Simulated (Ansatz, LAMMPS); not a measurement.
# Gap against volume in glassy 29TiO2-71Al2O3 (mol %) (137 atoms)

Density of this cell: 3.48 g/cm³. The cell holds 137 atoms: 9 Ti, 44 Al and 84 O. Its edges and angles: a = 10.833 Å, b = 11.302 Å, c = 11.560 Å, α = 89.3°, β = 92.2°, γ = 91.4°. The starting structure: 137 atoms (9 Ti, 44 Al, 84 O) placed at random at 3.12 g/cm³, melted at 4000 K for 10 ps at fixed volume with the Morse and Coulomb pair potential with partial charges (Pedone, Malavasi, Menziani, Cormack and Segre, J. Phys. Chem. B 110, 11780 (2006)). Quenched from 4000 K to 300 K at 100 K/ps and fixed volume, held 10 ps at zero pressure.

Calculated with Ansatz 0.2.0: Kohn-Sham DFT, LDA, PAW (set soft_1), plane waves; cutoff 420 eV, Γ point, fixed occupations. The relaxed cell was scaled evenly and the atoms were relaxed at each volume. The gap is that between the highest filled and the lowest empty Kohn-Sham level on the run's k-points.

```
volume (Å³/atom)  gap (eV)
          9.7010               2.820
          10.011               2.838
          10.320               2.826
          10.630                   ?
          10.939               2.644
```

Task: Fit a straight line in ln V to the rows given and interpolate to the withheld row.

Worked fit:

A volume deformation potential makes the spacing linear in u = ln(V/V0), with V0 = 10.320 Å³ the relaxed volume; v is the spacing.

```
u = ln(V/V0)  v (eV)
  -0.0618743  2.8195
  -0.0304601  2.8382
           0  2.8265
   0.0582694  2.6439
```

With n = 4: mean u = -0.00851625, mean v = 2.78202, Σ(u − ū)² = 0.0078615, Σ(u − ū)(v − v̄) = -0.012078. Slope b = -0.012078 / 0.0078615 = -1.5364; intercept a = v̄ − b ū = 2.7689.

At the withheld volume u = 0.02956, and v = a + b u.

Prediction at 10.630: 2.724 eV. The run gave 2.768 eV, so the fit is low by 0.044 eV (1.6 % of the value).

The rows follow a line only loosely (correlation 0.82 in size over all rows, under the 0.97 asked here), so the slope of -1.54 eV is a mean trend and no deformation potential. Among the rows given, the largest miss of the fit is at 10.320, by 0.058 eV (30 % of the range of the table).

Limits: The table spans 12 % in volume, wide for a linear law. Local or semilocal functionals tend to put gaps under measured ones. Only the Γ point is sampled. Atoms move by up to 0.8 Å in these relaxations, so the structure changes along the series. Defect or tail levels can set the spacing of a disordered cell.

[Logs are printed without paths, hosts, clocks, repeated set-up lines and the standing remarks that a program may print on its own settings, such as how far it seeks lower states.]

[Hosts, paths, dates, database ids (printed as entryN), source tags and the programs' standing remarks are cut or masked in the printed files.]
